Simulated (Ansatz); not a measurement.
# amorphous C: which shell does photoemission see at 21.2 and 1486.7 eV? (PBE, PAW set soft_1)

The valence band of amorphous C mixes several shells. Work out by hand which one leads the spectrum's area at each photon energy.

Filled states come from the projected DOS of Ansatz 0.2.0 (PBE, plane waves); cross sections σ and asymmetry parameters β are those of free atoms in a Dirac–Hartree–Slater calculation. A shell's area is states × σ × angular factor, which is 1 + β·P₂(cos θ) for linear light, with θ = 10° from the polarisation and P₂ = 0.955.

**At 21.2 eV** (states counted from 11.2 eV below the zero; other shells add 0 to the products' sum of 465):

| shell | filled states a cell | cross section (Mb an electron) | β | angular factor | product | share by hand (%) | share in the simulated spectrum (%) |
| --- | --- | --- | --- | --- | --- | --- | --- |
| C 2s | 7.32 | 0.584 | 2.00 | 2.91 | 12.4 | 3 | 3 |
| C 2p | 73.03 | 2.74 | 1.32 | 2.27 | 453 | 97 | 97 |

**At 1486.7 eV** (states counted from 22.4 eV below the zero; other shells add 0 to the products' sum of 0.0273):

| shell | filled states a cell | cross section (Mb an electron) | β | angular factor | product | share by hand (%) | share in the simulated spectrum (%) |
| --- | --- | --- | --- | --- | --- | --- | --- |
| C 2s | 28.57 | 0.000314 | 2.00 | 2.91 | 0.0261 | 96 | 96 |
| C 2p | 90.62 | 9.78e-06 | 0.34 | 1.32 | 0.00117 | 4 | 4 |

C 2p leads at 21.2 eV and C 2s at 1486.7 eV. Between the two energies σ of C 2p changes by a factor 3.6e-6 and that of C 2s by 5.4e-4, so their ratio moves 150-fold in favour of the second. The simulated spectrum uses the same rule on the energy-resolved DOS, so the two share columns agree within a few points.

Only crystals where the two columns agree within 4 points and the lead is clear are worked in this form. Free-atom cross sections ignore the solid's final states, no escape depth or background enters, and the count of states a shell hangs on the projection.
